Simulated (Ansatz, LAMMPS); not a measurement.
# A frame of liquid 80SiO2-10Al2O3-5CaO-5Na2O (mol %) from 3000 K (126 atoms): geometry optimisation, part 2 of 3

Wanted: the relaxed structure of a frame of liquid 80SiO2-10Al2O3-5CaO-5Na2O (mol %) from 3000 K (126 atoms) and its electronic structure.

Ansatz 0.2.0; Kohn-Sham DFT, PBE, PAW (set soft_2), plane waves.

The cell: 32 Si, 8 Al, 2 Ca, 4 Na and 80 O. The network of bonds at the start is that of the classical potential that made the cell. The Brillouin zone is sampled at Γ only, in a cell whose shortest periodic width is 12 Å.

So far. Step 3 (Single point at the start): The r.m.s. force component of 3.1 eV/Å and the pressure of 2.8 GPa set the starting point.

## Step 4: Relaxation

The atoms are relaxed in the fixed cell, aiming at the force tolerance of the input.

The input, input.yaml:

```yaml
crystal:
  lattice:
    - [12.1198, 0.0, 0.0]
    - [0.0, 12.1198, 0.0]
    - [0.0, 0.0, 12.1198]
  atoms:
    [... the 126 atom lines of step 3 ...]
kpoints:
  mp_grid: { grid: [1, 1, 1] }
hamiltonian:
  xc: pbe
scf:
  occupations: { method: fixed }
output:
  forces: true
relax:
  f_tol: 0.05
  max_steps: 200
```

Launch:

```console
> ansatz run input.yaml --threads 4 --pin off --max-ram 8192MiB --backend cpu --events-out ev --progress --plain --runs-dir out
```

Numbers of over 12 decimals in the logs are rounded to 6 here.

The log of the run:

```text
[...]
Crystal: 126 atoms, lattice volume = 1780.272 Å³
Basis set: ecut = 420 eV, 34889 PW (Γ), exchange–correlation on 180×180×180 points (8 copies of the dense FFT grid, shifted against one another)
Bands: 470, of which v1, the nominal top of the filled ones, is band 344 counted from 1 (343 counted from 0)
Symmetry: 1 space group operations
[...]
k-points: 1
[...]
SCF iter   1: F=—  HF=-79700.764398 eV  |F-HF|=—  |Δ(HF+E_count)|=         —  Δρ=5.63e-3  dr2=1.10e0  ethr=1.77e-3  ⟨swp⟩=5.0  Hψ=1668  notcnv=0  defer=124
[...]
SCF iter   4: F=—  HF=-79700.686832 eV  |F-HF|=—  |Δ(HF+E_count)|=   6.05e-2  Δρ=4.45e-3  dr2=7.31e-1  ethr=1.53e-4  ⟨swp⟩=2.0  Hψ=461  notcnv=0  defer=105
automatic band count: iteration 4 solves 451 bands in place of 470: the levels show a gap, and the empty bands left out lie too high to hold charge; the band table lists the bands solved (type scf.n_extra_bands for more)
SCF iter   5: F=—  HF=-79700.637238 eV  |F-HF|=—  |Δ(HF+E_count)|=   4.96e-2  Δρ=3.82e-3  dr2=5.10e-1  ethr=1.06e-4  ⟨swp⟩=2.0  Hψ=352  notcnv=0  defer=105
[...]
SCF iter  19: F=-79700.590119 eV  HF=-79700.590131 eV  |F-HF|=1.26e-5  |Δ(HF+E_count)|=   1.58e-5  Δρ=2.17e-5  dr2=1.46e-5  ethr=9.08e-9  ⟨swp⟩=2.0  Hψ=1044  notcnv=0
SCF 1 converged in 19 iterations: F = -79700.590119 eV  dr2 = 1.46e-5
[...]
relax step   1: F+E_penalty+E_count = -79700.59011866 eV  Δ(F+E_penalty+E_count) = +0.000e0 eV  max|allowed force component| = 1.111e1 eV/Å  Δτ_max = 0.0000 Å  (19 SCF iters, dr2 threshold 6.25e-5 eV, accepted)
[... from here on, the SCF cycles and remarks between the steps are left out ...]
relax step   2: F+E_penalty+E_count = -79723.43501646 eV  Δ(F+E_penalty+E_count) = -2.284e1 eV  max|allowed force component| = 7.298e0 eV/Å  Δτ_max = 0.1945 Å  (27 SCF iters, dr2 threshold 1.00e-4 eV, accepted)
relax step   3: F+E_penalty+E_count = -79740.26732928 eV  Δ(F+E_penalty+E_count) = -1.683e1 eV  max|allowed force component| = 2.859e0 eV/Å  Δτ_max = 0.1948 Å  (13 SCF iters, dr2 threshold 1.00e-4 eV, accepted)
relax step   4: F+E_penalty+E_count = -79746.49529853 eV  Δ(F+E_penalty+E_count) = -6.228e0 eV  max|allowed force component| = 1.659e0 eV/Å  Δτ_max = 0.1949 Å  (8 SCF iters, dr2 threshold 1.00e-4 eV, accepted)
relax step   5: F+E_penalty+E_count = -79749.28077326 eV  Δ(F+E_penalty+E_count) = -2.785e0 eV  max|allowed force component| = 1.852e0 eV/Å  Δτ_max = 0.1943 Å  (7 SCF iters, dr2 threshold 1.00e-4 eV, accepted)
relax step   6: F+E_penalty+E_count = -79751.37745936 eV  Δ(F+E_penalty+E_count) = -2.097e0 eV  max|allowed force component| = 1.456e0 eV/Å  Δτ_max = 0.1958 Å  (7 SCF iters, dr2 threshold 1.00e-4 eV, accepted)
relax step   7: F+E_penalty+E_count = -79752.98937085 eV  Δ(F+E_penalty+E_count) = -1.612e0 eV  max|allowed force component| = 1.009e0 eV/Å  Δτ_max = 0.1937 Å  (7 SCF iters, dr2 threshold 1.00e-4 eV, accepted)
relax step   8: F+E_penalty+E_count = -79754.08585374 eV  Δ(F+E_penalty+E_count) = -1.096e0 eV  max|allowed force component| = 6.233e-1 eV/Å  Δτ_max = 0.1956 Å  (7 SCF iters, dr2 threshold 1.00e-4 eV, accepted)
relax step   9: F+E_penalty+E_count = -79754.84806736 eV  Δ(F+E_penalty+E_count) = -7.622e-1 eV  max|allowed force component| = 7.855e-1 eV/Å  Δτ_max = 0.1969 Å  (7 SCF iters, dr2 threshold 1.00e-4 eV, accepted)
relax step  10: F+E_penalty+E_count = -79755.50043783 eV  Δ(F+E_penalty+E_count) = -6.524e-1 eV  max|allowed force component| = 1.040e0 eV/Å  Δτ_max = 0.1953 Å  (6 SCF iters, dr2 threshold 1.00e-4 eV, accepted)
relax step  11: F+E_penalty+E_count = -79756.18214673 eV  Δ(F+E_penalty+E_count) = -6.817e-1 eV  max|allowed force component| = 7.763e-1 eV/Å  Δτ_max = 0.1953 Å  (7 SCF iters, dr2 threshold 1.00e-4 eV, accepted)
relax step  12: F+E_penalty+E_count = -79756.87898373 eV  Δ(F+E_penalty+E_count) = -6.968e-1 eV  max|allowed force component| = 9.179e-1 eV/Å  Δτ_max = 0.2000 Å  (7 SCF iters, dr2 threshold 1.00e-4 eV, accepted)
relax step  13: F+E_penalty+E_count = -79757.48114859 eV  Δ(F+E_penalty+E_count) = -6.022e-1 eV  max|allowed force component| = 9.989e-1 eV/Å  Δτ_max = 0.1905 Å  (7 SCF iters, dr2 threshold 1.00e-4 eV, accepted)
relax step  14: F+E_penalty+E_count = -79758.01974607 eV  Δ(F+E_penalty+E_count) = -5.386e-1 eV  max|allowed force component| = 7.243e-1 eV/Å  Δτ_max = 0.2000 Å  (7 SCF iters, dr2 threshold 1.00e-4 eV, accepted)
relax step  15: F+E_penalty+E_count = -79758.49992605 eV  Δ(F+E_penalty+E_count) = -4.802e-1 eV  max|allowed force component| = 3.747e-1 eV/Å  Δτ_max = 0.1953 Å  (7 SCF iters, dr2 threshold 1.00e-4 eV, accepted)
relax step  16: F+E_penalty+E_count = -79758.77540440 eV  Δ(F+E_penalty+E_count) = -2.755e-1 eV  max|allowed force component| = 5.465e-1 eV/Å  Δτ_max = 0.1953 Å  (7 SCF iters, dr2 threshold 3.76e-5 eV, accepted)
relax step  17: F+E_penalty+E_count = -79758.93102593 eV  Δ(F+E_penalty+E_count) = -1.556e-1 eV  max|allowed force component| = 7.357e-1 eV/Å  Δτ_max = 0.1763 Å  (7 SCF iters, dr2 threshold 7.99e-5 eV, accepted)
relax step  18: F+E_penalty+E_count = -79759.10267763 eV  Δ(F+E_penalty+E_count) = -1.717e-1 eV  max|allowed force component| = 4.416e-1 eV/Å  Δτ_max = 0.1794 Å  (6 SCF iters, dr2 threshold 1.00e-4 eV, accepted)
relax step  19: F+E_penalty+E_count = -79759.34077257 eV  Δ(F+E_penalty+E_count) = -2.381e-1 eV  max|allowed force component| = 2.426e-1 eV/Å  Δτ_max = 0.1966 Å  (7 SCF iters, dr2 threshold 7.03e-5 eV, accepted)
relax step  20: F+E_penalty+E_count = -79759.51426324 eV  Δ(F+E_penalty+E_count) = -1.735e-1 eV  max|allowed force component| = 2.950e-1 eV/Å  Δτ_max = 0.1951 Å  (7 SCF iters, dr2 threshold 1.77e-5 eV, accepted)
relax step  21: F+E_penalty+E_count = -79759.68066210 eV  Δ(F+E_penalty+E_count) = -1.664e-1 eV  max|allowed force component| = 3.389e-1 eV/Å  Δτ_max = 0.1952 Å  (7 SCF iters, dr2 threshold 2.63e-5 eV, accepted)
relax step  22: F+E_penalty+E_count = -79759.81672249 eV  Δ(F+E_penalty+E_count) = -1.361e-1 eV  max|allowed force component| = 3.558e-1 eV/Å  Δτ_max = 0.1926 Å  (6 SCF iters, dr2 threshold 1.00e-4 eV, accepted)
relax step  23: F+E_penalty+E_count = -79759.94221397 eV  Δ(F+E_penalty+E_count) = -1.255e-1 eV  max|allowed force component| = 3.835e-1 eV/Å  Δτ_max = 0.2000 Å  (6 SCF iters, dr2 threshold 1.00e-4 eV, accepted)
relax step  24: F+E_penalty+E_count = -79760.10127643 eV  Δ(F+E_penalty+E_count) = -1.591e-1 eV  max|allowed force component| = 3.699e-1 eV/Å  Δτ_max = 0.1938 Å  (6 SCF iters, dr2 threshold 1.00e-4 eV, accepted)
[...]
relax step  31: F+E_penalty+E_count = -79760.92609112 eV  Δ(F+E_penalty+E_count) = -4.662e-2 eV  max|allowed force component| = 2.587e-1 eV/Å  Δτ_max = 0.0826 Å  (7 SCF iters, dr2 threshold 1.50e-5 eV, accepted)
relax step  32: F+E_penalty+E_count = -79761.06189664 eV  Δ(F+E_penalty+E_count) = -1.358e-1 eV  max|allowed force component| = 5.730e-1 eV/Å  Δτ_max = 0.2000 Å  (7 SCF iters, dr2 threshold 3.11e-5 eV, accepted)
relax step  33: F+E_penalty+E_count = -79761.30333212 eV  Δ(F+E_penalty+E_count) = -2.414e-1 eV  max|allowed force component| = 1.073e0 eV/Å  Δτ_max = 0.1961 Å  (7 SCF iters, dr2 threshold 1.00e-4 eV, accepted)
relax step  34: F+E_penalty+E_count = -79761.54267926 eV  Δ(F+E_penalty+E_count) = -2.393e-1 eV  max|allowed force component| = 8.981e-1 eV/Å  Δτ_max = 0.1943 Å  (6 SCF iters, dr2 threshold 1.00e-4 eV, accepted)
relax step  35: F+E_penalty+E_count = -79761.96844350 eV  Δ(F+E_penalty+E_count) = -4.258e-1 eV  max|allowed force component| = 7.113e-1 eV/Å  Δτ_max = 0.2000 Å  (6 SCF iters, dr2 threshold 1.00e-4 eV, accepted)
relax step  36: F+E_penalty+E_count = -79762.08274519 eV  Δ(F+E_penalty+E_count) = -1.143e-1 eV  max|allowed force component| = 1.606e0 eV/Å  Δτ_max = 0.1954 Å  (6 SCF iters, dr2 threshold 1.00e-4 eV, accepted)
relax step  37: F+E_penalty+E_count = -79762.23883267 eV  Δ(F+E_penalty+E_count) = -1.561e-1 eV  max|allowed force component| = 7.252e-1 eV/Å  Δτ_max = 0.2000 Å  (6 SCF iters, dr2 threshold 1.00e-4 eV, accepted)
relax step  38: F+E_penalty+E_count = -79762.29799435 eV  Δ(F+E_penalty+E_count) = -5.916e-2 eV  max|allowed force component| = 1.820e-1 eV/Å  Δτ_max = 0.2000 Å  (7 SCF iters, dr2 threshold 1.00e-4 eV, accepted)
relax step  39: F+E_penalty+E_count = -79762.32521152 eV  Δ(F+E_penalty+E_count) = -2.722e-2 eV  max|allowed force component| = 1.390e-1 eV/Å  Δτ_max = 0.2000 Å  (10 SCF iters, accepted)
relax step  40: F+E_penalty+E_count = -79762.29965056 eV  Δ(F+E_penalty+E_count) = +2.556e-2 eV  max|allowed force component| = 2.253e-1 eV/Å  Δτ_max = 0.2000 Å  (10 SCF iters, rejected (line search))
relax step  41: F+E_penalty+E_count = -79762.34957318 eV  Δ(F+E_penalty+E_count) = -2.436e-2 eV  max|allowed force component| = 5.362e-2 eV/Å  Δτ_max = 0.1000 Å  (9 SCF iters, accepted)
relax step  42: F+E_penalty+E_count = -79762.35215762 eV  Δ(F+E_penalty+E_count) = -2.584e-3 eV  max|allowed force component| = 3.891e-2 eV/Å  Δτ_max = 0.0257 Å  (7 SCF iters, accepted)
SCF converged after 7 iterations
Free energy (F): -79762.352158 eV
[...]
Internal energy: -79762.352158 eV  (E = F + TS)
E sigma→0 (E₀):  -79762.352158 eV
Fermi energy:    3.505796 eV
[...]
--- Forces (eV/Å), atoms counted from 1 ---
  atom   1  Si    -0.00357985    -0.00937806    -0.00123016
  atom   2  Si     0.00063717    -0.00555989     0.00411886
  atom   3  Si    -0.00337085    -0.01263330    -0.00922607
  atom   4  Si    -0.01409038     0.00916580     0.00522206
  atom   5  Si    -0.00725878    -0.01397350    -0.00581322
  atom   6  Si    -0.01089251    -0.00519001    -0.00889377
  atom   7  Si     0.00297361    -0.00666808    -0.00487793
  atom   8  Si     0.00119707    -0.00927758    -0.00221236
  atom   9  Si     0.01018308     0.01063256     0.00959593
  atom  10  Si     0.00244279     0.02403607    -0.01241367
  atom  11  Si    -0.00349437    -0.01217634     0.01608575
  atom  12  Si     0.00425863     0.01221760    -0.00321649
  atom  13  Si     0.00333514     0.00206885    -0.00373072
  atom  14  Si    -0.00834764     0.00446654     0.02075223
[...]
atom 125  O      0.00048993     0.00345526    -0.00818226
  atom 126  O     -0.00235441     0.00029906     0.00311931
  max |Σ_I F_I| component: 1.13e-4 eV/Å
--- Relaxed structure (42 steps of the walk, 41 accepted, 0 SCFs on fresh bases) ---
  F+E_penalty+E_count = -79762.35215762 eV   max|allowed force component| = 3.891e-2 eV/Å
  atoms:
    - { symbol: Si, position: [0.176854, 0.451620, 0.662236] }
    - { symbol: Si, position: [0.571913, 0.040379, 0.594132] }
    - { symbol: Si, position: [0.119665, 0.280395, 0.307041] }
    - { symbol: Si, position: [0.458935, 0.791583, 0.897955] }
[...]
- { symbol: O, position: [0.430290, 0.133088, 0.323208] }
```

Run time: 13 min. Hardware: 4 threads of Arm Neoverse V2, shared host; peak memory 2.4 GiB.

The steps of the relaxation (22 of 42):

| step | energy less that of the first step (eV) | largest force component (eV/Å) |
| --- | --- | --- |
| 1 | 0.0000 | 11.1141 |
| 3 | -39.6772 | 2.8588 |
| 5 | -48.6907 | 1.8524 |
| 7 | -52.3993 | 1.0087 |
| 9 | -54.2579 | 0.7855 |
| 11 | -55.5920 | 0.7763 |
| 13 | -56.8910 | 0.9989 |
| 15 | -57.9098 | 0.3747 |
| 17 | -58.3409 | 0.7357 |
| 19 | -58.7507 | 0.2426 |
| 21 | -59.0905 | 0.3389 |
| 22 | -59.2266 | 0.3558 |
| 24 | -59.5112 | 0.3699 |
| 26 | -59.9810 | 0.4696 |
| 28 | -60.1794 | 0.3252 |
| 30 | -60.2894 | 0.1795 |
| 32 | -60.4718 | 0.5730 |
| 34 | -60.9526 | 0.8981 |
| 36 | -61.4926 | 1.6061 |
| 38 | -61.7079 | 0.1820 |
| 40 | -61.7095 | 0.2253 |
| 42 | -61.7620 | 0.0389 |

Relaxation step 40 was tried and not accepted.

The atoms that moved most (Å):

| atom | dx | dy | dz | length |
| --- | --- | --- | --- | --- |
| Na46 | 2.143 | 0.642 | 1.837 | 2.894 |
| Ca41 | -0.876 | -0.047 | 2.482 | 2.632 |
| O122 | 1.538 | -0.702 | -0.430 | 1.744 |
| O91 | 1.048 | 0.842 | -0.467 | 1.423 |
| Ca42 | -0.805 | -0.926 | 0.707 | 1.416 |
| O125 | -1.242 | 0.608 | 0.209 | 1.398 |
| O59 | -0.420 | 0.064 | -1.330 | 1.396 |
| O114 | -0.919 | 0.836 | -0.606 | 1.382 |

The relaxation changed the energy by -490 meV/atom, and atoms moved by 0.78 Å r.m.s., 2.9 Å at most.

## Step 5: Local order after relaxation

Bonds before and after, by the cutoffs listed below:

| pair | bonds before | bonds after | mean before (Å) | mean after (Å) | spread before (Å) | spread after (Å) |
| --- | --- | --- | --- | --- | --- | --- |
| O-Si | 123 | 128 | 1.653 | 1.639 | 0.128 | 0.025 |
| O-Al | 35 | 33 | 1.888 | 1.799 | 0.197 | 0.076 |
| O-Na | 18 | 18 | 2.558 | 2.504 | 0.281 | 0.187 |

Density 2.39 g/cm³, 14.13 Å³ an atom.

Pair distribution functions g(r), in bins of 0.2 Å:

| r (Å) | total | O-O | O-Si | O-Al | O-Na | O-Ca | Si-Si |
| --- | --- | --- | --- | --- | --- | --- | --- |
| 1.50 | 0.14 | 0.00 | 0.45 | 0.00 | 0.00 | 0.00 | 0.00 |
| 1.70 | 4.66 | 0.00 | 12.74 | 6.89 | 0.00 | 0.00 | 0.00 |
| 1.90 | 0.33 | 0.00 | 0.00 | 4.15 | 0.00 | 0.00 | 0.00 |
| 2.10 | 0.08 | 0.00 | 0.00 | 0.27 | 0.96 | 0.94 | 0.00 |
| 2.30 | 0.12 | 0.00 | 0.00 | 0.00 | 1.60 | 2.53 | 0.00 |
| 2.50 | 0.74 | 1.49 | 0.00 | 0.00 | 2.10 | 2.87 | 0.00 |
| 2.70 | 2.06 | 4.80 | 0.00 | 0.00 | 1.80 | 1.83 | 0.00 |
| 2.90 | 0.75 | 1.17 | 0.10 | 0.27 | 0.00 | 0.50 | 1.94 |
| 3.10 | 0.83 | 0.65 | 0.23 | 0.22 | 0.91 | 0.48 | 3.71 |
| 3.30 | 0.75 | 0.47 | 0.58 | 0.82 | 1.01 | 0.41 | 1.46 |
| 3.50 | 0.81 | 0.59 | 1.06 | 1.52 | 0.18 | 1.07 | 0.00 |
| 3.70 | 0.81 | 0.53 | 1.31 | 0.96 | 0.63 | 0.64 | 0.30 |
| 3.90 | 1.12 | 0.73 | 1.90 | 1.15 | 1.17 | 0.86 | 0.18 |
| 4.10 | 1.27 | 0.86 | 1.98 | 1.78 | 0.67 | 0.25 | 0.73 |
| 4.30 | 1.25 | 0.80 | 1.72 | 1.66 | 1.67 | 1.42 | 0.97 |
| 4.50 | 0.88 | 0.79 | 0.68 | 1.43 | 1.42 | 1.09 | 1.22 |
| 4.70 | 1.00 | 1.26 | 0.54 | 0.65 | 1.79 | 2.42 | 1.12 |
| 4.90 | 1.07 | 1.46 | 0.73 | 0.41 | 1.48 | 0.55 | 1.44 |
| 5.10 | 1.02 | 1.48 | 0.65 | 0.64 | 0.68 | 1.04 | 1.01 |
| 5.30 | 1.06 | 1.25 | 0.83 | 0.83 | 1.18 | 0.80 | 1.39 |
| 5.50 | 0.93 | 0.97 | 0.86 | 0.73 | 0.95 | 0.73 | 1.28 |
| 5.70 | 0.92 | 0.80 | 1.01 | 1.06 | 0.61 | 0.95 | 1.20 |
| 5.90 | 0.99 | 0.83 | 1.23 | 0.80 | 0.95 | 0.77 | 0.92 |

Bonds by pair of elements; cutoffs follow the first minimum of g(r), held within bounds set by covalent radii, and pairs that aren't listed don't count as bonded:

| pair A-B | cutoff (Å) | bonds | mean length (Å) | spread (Å) | shortest (Å) | B about A | A about B |
| --- | --- | --- | --- | --- | --- | --- | --- |
| O-Si | 2.08 | 128 | 1.64 | 0.025 | 1.58 | 1.6 | 4 |
| O-Al | 2.38 | 33 | 1.80 | 0.076 | 1.7 | 0.412 | 4.12 |
| O-Na | 2.93 | 18 | 2.50 | 0.187 | 2.15 | 0.225 | 4.5 |
| O-Ca | 2.88 | 11 | 2.46 | 0.182 | 2.16 | 0.138 | 5.5 |

The cutoff for O-Ca falls short of the minimum of g(r), so counts run low and odd coordinations can be artefacts.

How many atoms have how many bonded neighbours:

| element | mean | 2 | 3 | 4 | 5 | 6 |
| --- | --- | --- | --- | --- | --- | --- |
| Al | 4.12 | 0 | 0 | 7 | 1 | 0 |
| Ca | 5.5 | 0 | 0 | 0 | 1 | 1 |
| Na | 4.5 | 0 | 0 | 2 | 2 | 0 |
| O | 2.38 | 53 | 24 | 3 | 0 | 0 |
| Si | 4 | 0 | 0 | 32 | 0 | 0 |

Bond angles (no mean is given where the spread exceeds 20°):

| angle | count | mean (°) | spread (°) |
| --- | --- | --- | --- |
| O-Si-O | 192 | 109 | 5.3 |
| O-Al-O | 52 | 108 | 16.3 |
| Si-O-Si | 49 | 143 | 12.7 |
| Al-O-Si | 32 | 137 | 13.2 |
| O-Na-O | 32 | - | - |

Oxygen atoms by the number of network formers (Si, P, Ge, B, Al, As, Ga) bound to them:

| network formers bound to O | O atoms | per cent |
| --- | --- | --- |
| 0 | 0 | 0 |
| 1 | 2 | 2.5 |
| 2 | 75 | 93.8 |
| 3 | 3 | 3.8 |

Network units: each former by its oxygen neighbours and how many of them bridge to another former:

| former | O neighbours | bridging O | atoms |
| --- | --- | --- | --- |
| Si | 4 | 3 | 1 |
| Si | 4 | 4 | 31 |
| Al | 4 | 3 | 1 |
| Al | 4 | 4 | 6 |
| Al | 5 | 5 | 1 |

Bond length by coordination (bonds to H left out):

| element | coordination | atoms | mean bond length (Å) |
| --- | --- | --- | --- |
| Al | 4 | 7 | 1.78 |
| Al | 5 | 1 | 1.89 |
| Ca | 5 | 1 | 2.43 |
| Ca | 6 | 1 | 2.48 |
| Na | 4 | 2 | 2.44 |
| Na | 5 | 2 | 2.56 |
| O | 2 | 53 | 1.65 |
| O | 3 | 24 | 1.96 |
| O | 4 | 3 | 2.11 |

Rings of the network by King's shortest-path rule, up to 12 atoms, one path for each pair of neighbours; H, halogens, alkali and alkaline-earth atoms are left out, and the last column divides by all other atoms, bonded or not:

| ring size (atoms) | rings | per network atom |
| --- | --- | --- |
| 4 | 1 | 0.008 |
| 6 | 2 | 0.017 |
| 8 | 7 | 0.058 |
| 10 | 19 | 0.158 |
| 12 | 26 | 0.217 |

The O-Si-O angle averages 109° with a spread of 5°. 94 % of the oxygens bridge two formers (Si and Al) and 2 % are non-bridging; 4 % join three. The commonest Si unit has 4 oxygens, 4 of them shared with other formers (31 of 32 atoms). Rings of 12 atoms are the most common (47 % of those counted); sizes run from 4 to 12, where the search stops.

[end of part 2 of 3]

[Logs are printed without paths, hosts, clocks, repeated set-up lines and the standing remarks that a program may print on its own settings, such as how far it seeks lower states.]

[Hosts, paths, dates, database ids (printed as entryN), source tags and the programs' standing remarks are cut or masked in the printed files.]
